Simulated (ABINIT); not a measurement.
# SrCl2 (Fm-3m): G0W0 in ABINIT against the plane-wave cutoff, part 2 of 2

Aim: move the plane-wave cutoff of a G0W0 run on SrCl2 (Fm-3m) over a wide range.

ABINIT 10.8.3; PBE and many-body steps on it, plane waves. Known limits of the many-body steps: not at the basis limit; no spin-orbit coupling; coarse k mesh.

So far. Step 5 (Empty states on the mesh, 2×2×2 mesh, 50 bands): On this mesh the gap is 5.343 eV. Step 6 (Screening, 2×2×2 mesh, 46 bands, screening to 106.1 eV): Local fields lower ε∞ by 15 %. On a Γ-centred mesh this coarse the value itself is usually too large, while a short band sum pulls it down.

### 8. Screening, 2×2×2 mesh, 46 bands, screening to 106.1 eV

This step: RPA screening on PBE, plane waves, norm-conserving pseudopotentials.

run.abi reads:

```
acell 3*1.0 Angstrom
rprim 
  -0.000000000000 3.488350000000 3.488350000000
  3.488350000000 -0.000000000000 3.488350000000
  3.488350000000 3.488350000000 -0.000000000000
ntypat 2
znucl 38 17
natom 3
typat 1 2 2
xred 
  0.000000000000 0.000000000000 0.000000000000
  0.250000000000 0.250000000000 0.250000000000
  0.750000000000 0.750000000000 0.750000000000
pp_dirpath "pseudos"
pseudos "Sr.upf, Cl.upf"
ecut 22
ngkpt 2 2 2
nshiftk 1
shiftk 0 0 0
kptopt 1
chksymbreak 0
istwfk *1
occopt 1
irdwfk 1
optdriver 3
nband 46
ecuteps 3.9
inclvkb 2
awtr 1
symchi 1
indata_prefix "in"
outdata_prefix "out"
tmpdata_prefix "tmp"
```

Launch:

```console
$ OMP_NUM_THREADS=1 mpirun -n 4 abinit run.abi > log
```

Numbers of over 12 decimals in the logs are rounded to 6 here.

The log of the run:

```text
.Version 10.8.3 of ABINIT. v10.8.2 released Aug 2026.

 Symmetries : space group Fm -3 m (#225); Bravais cF (face-center cubic)
[... echo of the input left out ...]
== DATASET  1 ==================================================================
-   mpi_nproc: 4, omp_nthreads: 1 (-1 if OMP is not activated)

--- !DatasetInfo
iteration_state: {dtset: 1, }
dimensions: {natom: 3, nkpt: 3, mband: 46, nsppol: 1, nspinor: 1, nspden: 1, mpw: 2824, }
cutoff_energies: {ecut:  22.0, pawecutdg:  -1.0, }
electrons: {nelect:   2.40000000E+01, charge:   0.00000000E+00, occopt:   1.00000000E+00, tsmear:   1.00000000E-02, }

 SCREENING: Calculation of the susceptibility and dielectric matrices

 Based on a program developped by R.W. Godby, V. Olevano, G. Onida, and L. Reining.
 Incorporated in ABINIT by V. Olevano, G.-M. Rignanese, and M. Torrent.
.Using double precision arithmetic ; gwpc =  8

[... cell and pseudopotentials left out ...]
--------------------------------------------------------------------------------

 ==== K-mesh for the wavefunctions ====
 Number of points in the irreducible wedge :     3
[... list of points left out ...]
 Together with 48 symmetry operations and time-reversal symmetry
 yields     8 points in the full Brillouin Zone.

 ==== Q-mesh for the screening function ====
 Number of points in the irreducible wedge :     3
[... list of points left out ...]
 Together with 48 symmetry operations and time-reversal symmetry
 yields     8 points in the full Brillouin Zone.

 setmesh: FFT mesh size selected  =    27x   27x   27
          total number of points  =        19683

 vcoul_init : cutoff-mode = AUXILIARY_FUNCTION
 q-points for optical limit:   1
     1)      0.000010    0.000020    0.000030

- screening: taking advantage of time-reversal symmetry
- Maximum band index for partially occupied states nbvw = 12
- Remaining bands to be divided among processors   nbcw = 34
- Number of bands treated by each node ~8

 Number of electrons calculated from density =   24.0000; Expected =   24.0000
 average of density, n =  0.041891
 r_s =    1.7862
 omega_plasma =   19.7432 [eV]

 calculating chi0 at frequencies [eV] :
  1    0.000000E+00    0.000000E+00
  2    0.000000E+00    1.974321E+01

--------------------------------------------------------------------------------
  q-point number  1        q = ( 0.000000, 0.000000, 0.000000) [r.l.u.]
--------------------------------------------------------------------------------
[... chi0 elements left out ...]
 For q-point:  0.000010 0.000020 0.000030
  dielectric constant =   2.8901
  dielectric constant without local fields =   3.4003

  Average fulfillment of the sum rule on Im[epsilon] for q-point    1 :     48.97  [%]
[... wings left out ...]
  q-point number  2        q = ( 0.500000, 0.000000, 0.000000) [r.l.u.]
--------------------------------------------------------------------------------
[... chi0 elements left out ...]
  Average fulfillment of the sum rule on Im[epsilon] for q-point    2 :     61.64  [%]

 [... 1 further q-points ...]
```

Wall time 3.1 s (4 MPI ranks of Arm Neoverse V1, shared host); peak memory 0.25 GiB.

This step gave:

* ε∞ with local fields, on this mesh, along the program's q direction: 2.890
* the same without local fields: 3.400
* plasma frequency: 19.74 eV
* plane waves in the screening matrix: 181

### 9. 22 Ha

The self-energy is evaluated for the states that the input lists, and the levels follow from it, in one-shot runs by the linearised quasiparticle equation.

This step: G0W0 on PBE, plane waves, norm-conserving pseudopotentials.

run.abi, as its differences from that of step 8:

```diff
@@ -24,8 +24,17 @@
 irdwfk 1
-optdriver 3
+optdriver 4
 nband 46
+gwcalctyp 0
+ecutsigx 22
+symsigma 1
+nkptgw 2
+kptgw 
+  0.5000000000 0.5000000000 0.0000000000
+  0.0000000000 0.0000000000 0.0000000000
+bdgw 
+  10 14
+  10 15
 ecuteps 3.9
-inclvkb 2
-awtr 1
-symchi 1
+irdscr 1
+ppmodel 1
 indata_prefix "in"
```

The log of the run:

```text
.Version 10.8.3 of ABINIT. v10.8.2 released Aug 2026.

 Symmetries : space group Fm -3 m (#225); Bravais cF (face-center cubic)
[... echo of the input left out ...]
== DATASET  1 ==================================================================
-   mpi_nproc: 4, omp_nthreads: 1 (-1 if OMP is not activated)

--- !DatasetInfo
iteration_state: {dtset: 1, }
dimensions: {natom: 3, nkpt: 3, mband: 46, nsppol: 1, nspinor: 1, nspden: 1, mpw: 2824, }
cutoff_energies: {ecut:  22.0, pawecutdg:  -1.0, }
electrons: {nelect:   2.40000000E+01, charge:   0.00000000E+00, occopt:   1.00000000E+00, tsmear:   1.00000000E-02, }

 SIGMA: Calculation of the GW corrections

 Based on a program developped by R.W. Godby, V. Olevano, G. Onida, and L. Reining.
 Incorporated in ABINIT by V. Olevano, G.-M. Rignanese, and M. Torrent.
.Using double precision arithmetic ; gwpc =  8

[... cell and pseudopotentials left out ...]
--------------------------------------------------------------------------------

 ==== K-mesh for the wavefunctions ====
 Number of points in the irreducible wedge :     3
[... list of points left out ...]
 Together with 48 symmetry operations and time-reversal symmetry
 yields     8 points in the full Brillouin Zone.

 ==== Q-mesh for screening function ====
 Number of points in the irreducible wedge :     3
[... list of points left out ...]
 Together with 48 symmetry operations and time-reversal symmetry
 yields     8 points in the full Brillouin Zone.

 vcoul_init : cutoff-mode = AUXILIARY_FUNCTION
 q-points for optical limit:   1
     1)      0.000010    0.000020    0.000030
 setmesh: FFT mesh size selected  =    40x   40x   40
          total number of points  =        64000

 Number of electrons calculated from density =   24.0000; Expected =   24.0000
[...]
number of omega for Sigma on real axis              0
 max omega for Sigma on real axis  [eV]           0.00
 zcut for avoiding poles [eV]                     0.10

 EPSILON^-1 parameters (SCR file):
 dimension of the eps^-1 matrix on file            181
 dimension of the eps^-1 matrix used               181
 number of plane-waves for wavefunctions          2741
 number of bands                                    46
 number of q-points in IBZ                           3
 number of frequencies                               2
 number of real frequencies                          1
 number of imag frequencies                          1

 matrix elements of self-energy operator (all in [eV])

 Perturbative Calculation

--- !SelfEnergy_ee
iteration_state: {dtset: 1, }
kpoint     : [   0.500,    0.500,    0.000, ]
spin       : 1
KS_gap     :    5.508
QP_gap     :    7.844
Delta_QP_KS:    2.335
data: !SigmaeeData |
     Band     E0 <VxcDFT>   SigX SigC(E0)      Z dSigC/dE  Sig(E)    E-E0       E
       10   1.273 -14.388 -18.134   2.754   0.816  -0.225 -15.198  -0.809   0.464
       11   1.273 -14.388 -18.134   2.754   0.816  -0.225 -15.198  -0.809   0.464
       12   1.670 -14.803 -18.517   2.776   0.816  -0.226 -15.569  -0.766   0.904
[...]
--- !SelfEnergy_ee
iteration_state: {dtset: 1, }
kpoint     : [   0.000,    0.000,    0.000, ]
spin       : 1
KS_gap     :    5.673
QP_gap     :    7.628
Delta_QP_KS:    1.955
data: !SigmaeeData |
     Band     E0 <VxcDFT>   SigX SigC(E0)      Z dSigC/dE  Sig(E)    E-E0       E
[...]
14   7.775  -9.730  -4.691  -2.663   0.864  -0.158  -7.678   2.052   9.826
       15   7.775  -9.730  -4.691  -2.663   0.864  -0.158  -7.678   2.052   9.826

== END DATASET(S) ==============================================================
================================================================================

 -outvars: echo values of variables after computation  --------
           etotal      0.0000000000E+00
            nband          46
             nkpt           3
          spgroup         225
 [... the other variables as echoed above ...]

 Calculation completed.
```

Elapsed: 3.2 s, on 4 MPI ranks; peak memory 0.44 GiB.

Numbers from this step:

```yaml
g0w0_gap_on_the_points_computed: 7.214 eV
starting_gap_on_the_mesh: 5.339 eV
k_of_the_valence_top: 0.5, 0.5, 0
k_of_the_conduction_bottom: 0, 0, 0
z_at_the_valence_top: 0.816
z_at_the_conduction_bottom: 0.867
least_direct_g0w0_gap_on_the_computed_points: 7.628 eV
```

The gap on the mesh goes from 5.34 eV to 7.21 eV, a correction of +1.87 eV.

### 10. Screening, 2×2×2 mesh, 46 bands, screening to 106.1 eV

This step: RPA screening on PBE, plane waves, norm-conserving pseudopotentials.

run.abi, as its differences from that of step 9:

```diff
@@ -15,3 +15,3 @@
 pseudos "Sr.upf, Cl.upf"
-ecut 22
+ecut 28
 ngkpt 2 2 2
@@ -24,17 +24,8 @@
 irdwfk 1
-optdriver 4
+optdriver 3
 nband 46
-gwcalctyp 0
-ecutsigx 22
-symsigma 1
-nkptgw 2
-kptgw 
-  0.5000000000 0.5000000000 0.0000000000
-  0.0000000000 0.0000000000 0.0000000000
-bdgw 
-  10 14
-  10 15
 ecuteps 3.9
-irdscr 1
-ppmodel 1
+inclvkb 2
+awtr 1
+symchi 1
 indata_prefix "in"
```

The log of the run:

```text
.Version 10.8.3 of ABINIT. v10.8.2 released Aug 2026.

 Symmetries : space group Fm -3 m (#225); Bravais cF (face-center cubic)
[... echo of the input left out ...]
== DATASET  1 ==================================================================
-   mpi_nproc: 4, omp_nthreads: 1 (-1 if OMP is not activated)

--- !DatasetInfo
iteration_state: {dtset: 1, }
dimensions: {natom: 3, nkpt: 3, mband: 46, nsppol: 1, nspinor: 1, nspden: 1, mpw: 4088, }
cutoff_energies: {ecut:  28.0, pawecutdg:  -1.0, }
[...]
--------------------------------------------------------------------------------
[... chi0 elements left out ...]
 For q-point:  0.000010 0.000020 0.000030
  dielectric constant =   2.8877
  dielectric constant without local fields =   3.3975

  Average fulfillment of the sum rule on Im[epsilon] for q-point    1 :     48.96  [%]
[... wings left out ...]
  q-point number  2        q = ( 0.500000, 0.000000, 0.000000) [r.l.u.]
--------------------------------------------------------------------------------
[... chi0 elements left out ...]
  Average fulfillment of the sum rule on Im[epsilon] for q-point    2 :     61.62  [%]

 [... 1 further q-points ...]
```

It took 3.5 s on 4 MPI ranks; peak memory 0.49 GiB.

Numbers from this step:

```yaml
eps_infinity_with_local_fields_on_this_mesh_along_the_program_s_q_direction: 2.888
the_same_without_local_fields: 3.397
plasma_frequency: 19.74 eV
plane_waves_in_the_screening_matrix: 181
```

### 11. 28 Ha

This step: G0W0 on PBE, plane waves, norm-conserving pseudopotentials.

run.abi, as its differences from that of step 10:

```diff
@@ -24,8 +24,17 @@
 irdwfk 1
-optdriver 3
+optdriver 4
 nband 46
+gwcalctyp 0
+ecutsigx 28
+symsigma 1
+nkptgw 2
+kptgw 
+  0.5000000000 0.5000000000 0.0000000000
+  0.0000000000 0.0000000000 0.0000000000
+bdgw 
+  10 14
+  10 15
 ecuteps 3.9
-inclvkb 2
-awtr 1
-symchi 1
+irdscr 1
+ppmodel 1
 indata_prefix "in"
```

The log of the run:

```text
.Version 10.8.3 of ABINIT. v10.8.2 released Aug 2026.

 Symmetries : space group Fm -3 m (#225); Bravais cF (face-center cubic)
[... echo of the input left out ...]
== DATASET  1 ==================================================================
-   mpi_nproc: 4, omp_nthreads: 1 (-1 if OMP is not activated)

--- !DatasetInfo
iteration_state: {dtset: 1, }
dimensions: {natom: 3, nkpt: 3, mband: 46, nsppol: 1, nspinor: 1, nspden: 1, mpw: 4088, }
cutoff_energies: {ecut:  28.0, pawecutdg:  -1.0, }
[...]
Band     E0 <VxcDFT>   SigX SigC(E0)      Z dSigC/dE  Sig(E)    E-E0       E
[...]
14   7.776  -9.730  -4.691  -2.663   0.864  -0.158  -7.677   2.053   9.828
       15   7.776  -9.730  -4.691  -2.663   0.864  -0.158  -7.677   2.053   9.828

== END DATASET(S) ==============================================================
================================================================================

 -outvars: echo values of variables after computation  --------
           etotal      0.0000000000E+00
            nband          46
             nkpt           3
          spgroup         225
 [... the other variables as echoed above ...]

 Calculation completed.
```

It took 3.6 s on 4 MPI ranks; peak memory 0.57 GiB.

Numbers from this step:

| Quantity | Value |
| --- | --- |
| G0W0 gap on the points computed | 7.217 eV |
| starting gap on the mesh | 5.343 eV |
| k of the valence top | 0.5, 0.5, 0 |
| k of the conduction bottom | 0, 0, 0 |
| least direct G0W0 gap on the computed points | 7.631 eV |

Against the run before, the gap moves by +0.003 eV.

### 12. Screening, 2×2×2 mesh, 46 bands, screening to 106.1 eV

This step: RPA screening on PBE, plane waves, norm-conserving pseudopotentials.

run.abi, as its differences from that of step 11:

```diff
@@ -15,3 +15,3 @@
 pseudos "Sr.upf, Cl.upf"
-ecut 28
+ecut 35
 ngkpt 2 2 2
@@ -24,17 +24,8 @@
 irdwfk 1
-optdriver 4
+optdriver 3
 nband 46
-gwcalctyp 0
-ecutsigx 28
-symsigma 1
-nkptgw 2
-kptgw 
-  0.5000000000 0.5000000000 0.0000000000
-  0.0000000000 0.0000000000 0.0000000000
-bdgw 
-  10 14
-  10 15
 ecuteps 3.9
-irdscr 1
-ppmodel 1
+inclvkb 2
+awtr 1
+symchi 1
 indata_prefix "in"
```

The log of the run:

```text
.Version 10.8.3 of ABINIT. v10.8.2 released Aug 2026.

 Symmetries : space group Fm -3 m (#225); Bravais cF (face-center cubic)
[... echo of the input left out ...]
== DATASET  1 ==================================================================
-   mpi_nproc: 4, omp_nthreads: 1 (-1 if OMP is not activated)

--- !DatasetInfo
iteration_state: {dtset: 1, }
dimensions: {natom: 3, nkpt: 3, mband: 46, nsppol: 1, nspinor: 1, nspden: 1, mpw: 5769, }
cutoff_energies: {ecut:  35.0, pawecutdg:  -1.0, }
[...]
--------------------------------------------------------------------------------
[... chi0 elements left out ...]
 For q-point:  0.000010 0.000020 0.000030
  dielectric constant =   2.8876
  dielectric constant without local fields =   3.3974

  Average fulfillment of the sum rule on Im[epsilon] for q-point    1 :     48.96  [%]
[... wings left out ...]
  q-point number  2        q = ( 0.500000, 0.000000, 0.000000) [r.l.u.]
--------------------------------------------------------------------------------
[... chi0 elements left out ...]
  Average fulfillment of the sum rule on Im[epsilon] for q-point    2 :     61.62  [%]

 [... 1 further q-points ...]
```

It took 4.3 s on 4 MPI ranks; peak memory 0.54 GiB.

Numbers from this step:

```
ε∞ with local fields, on this mesh, along the program's q direction : 2.888
the same without local fields                                       : 3.397
plasma frequency                                                    : 19.74 eV
plane waves in the screening matrix                                 : 181
```

### 13. 35 Ha

This step: G0W0 on PBE, plane waves, norm-conserving pseudopotentials.

run.abi, as its differences from that of step 12:

```diff
@@ -24,8 +24,17 @@
 irdwfk 1
-optdriver 3
+optdriver 4
 nband 46
+gwcalctyp 0
+ecutsigx 35
+symsigma 1
+nkptgw 2
+kptgw 
+  0.5000000000 0.5000000000 0.0000000000
+  0.0000000000 0.0000000000 0.0000000000
+bdgw 
+  10 14
+  10 15
 ecuteps 3.9
-inclvkb 2
-awtr 1
-symchi 1
+irdscr 1
+ppmodel 1
 indata_prefix "in"
```

The log of the run:

```text
.Version 10.8.3 of ABINIT. v10.8.2 released Aug 2026.

 Symmetries : space group Fm -3 m (#225); Bravais cF (face-center cubic)
[... echo of the input left out ...]
== DATASET  1 ==================================================================
-   mpi_nproc: 4, omp_nthreads: 1 (-1 if OMP is not activated)

--- !DatasetInfo
iteration_state: {dtset: 1, }
dimensions: {natom: 3, nkpt: 3, mband: 46, nsppol: 1, nspinor: 1, nspden: 1, mpw: 5769, }
cutoff_energies: {ecut:  35.0, pawecutdg:  -1.0, }
[...]
Band     E0 <VxcDFT>   SigX SigC(E0)      Z dSigC/dE  Sig(E)    E-E0       E
[...]
14   7.775  -9.730  -4.691  -2.663   0.864  -0.158  -7.678   2.052   9.828
       15   7.775  -9.730  -4.691  -2.663   0.864  -0.158  -7.678   2.052   9.828

== END DATASET(S) ==============================================================
================================================================================

 -outvars: echo values of variables after computation  --------
           etotal      0.0000000000E+00
            nband          46
             nkpt           3
          spgroup         225
 [... the other variables as echoed above ...]

 Calculation completed.
```

Elapsed: 4.1 s, on 4 MPI ranks; peak memory 0.64 GiB; 16 s of CPU time.

Numbers from this step:

```
G0W0 gap on the points computed              : 7.218 eV
starting gap on the mesh                     : 5.343 eV
k of the valence top                         : 0.5, 0.5, 0
k of the conduction bottom                   : 0, 0, 0
least direct G0W0 gap on the computed points : 7.631 eV
```

Against the run before, the gap moves by +0.001 eV.

### 14. Side by side

Times are wall times on 4 MPI ranks of Arm Neoverse V1, shared host, good to a factor of about two. A run's time includes the screening step that it read.

```csv
run,mesh,bands,screening cutoff (eV),DFT gap (eV),gap on the mesh (eV),direct (eV),ε∞ used,time
17 Ha,2×2×2,46,106.1,5.342,7.212,7.625,2.89,5.8 s
22 Ha,2×2×2,46,106.1,5.339,7.214,7.628,2.89,6.3 s
28 Ha,2×2×2,46,106.1,5.343,7.217,7.631,2.89,7.1 s
35 Ha,2×2×2,46,106.1,5.343,7.218,7.631,2.89,8.3 s
```

### 15. Results

| Property | Result |
| --- | --- |
| 17 Ha | 7.212 eV |
| 22 Ha | 7.214 eV |
| 28 Ha | 7.217 eV |
| 35 Ha | 7.218 eV |
| known limits | not at the basis limit; no spin-orbit coupling; coarse k mesh |

What this shows: The setting moved: plane-wave cutoff. From 17 Ha to 35 Ha the gap moves by +0.01 eV. It holds to 0.03 eV from 17 Ha on. Bands and screening cutoff are coupled, so a series along one setting does not show full convergence. Bands and cutoff are finite, so the gap is not at the basis limit. The miss can reach some tenths of an eV and take either sign; the mesh is an error of its own. In the first G0W0 run levels were corrected at 2 k points alone, so a gap called «on the mesh» is the least over those, and an edge elsewhere would be missed. The 2×2×2 mesh is coarse for this cell, which bears on the long-range parts of exchange and screening. The many-body steps are scalar-relativistic: spin-orbit coupling is not in them.

[Paths, hosts, dates, memory and timing lines, banners, echoed tables and standing remarks are left out of the program output.]

[Logs are printed without paths, hosts, clocks, repeated set-up lines and the standing remarks that a program may print on its own settings, such as how far it seeks lower states.]

[Runs of the session that timed out or met a known fault of the program may be left out.]

[No measured gap is set beside runs whose start may be inverted or whose files or cutoffs have a known fault.]

[Hosts, paths, dates, database ids (printed as entryN), source tags and the programs' standing remarks are cut or masked in the printed files.]

[G0W0 gaps are taken among the corrected bands and points alone; a level outside them can change the order at an edge.]

[Where Ansatz stands beside ABINIT at settings called matched, ABINIT's density can come from a denser mesh and the files from another edition; pairs whose starting gaps differed by over 0.03 eV were left out, so agreement reads better than it is.]
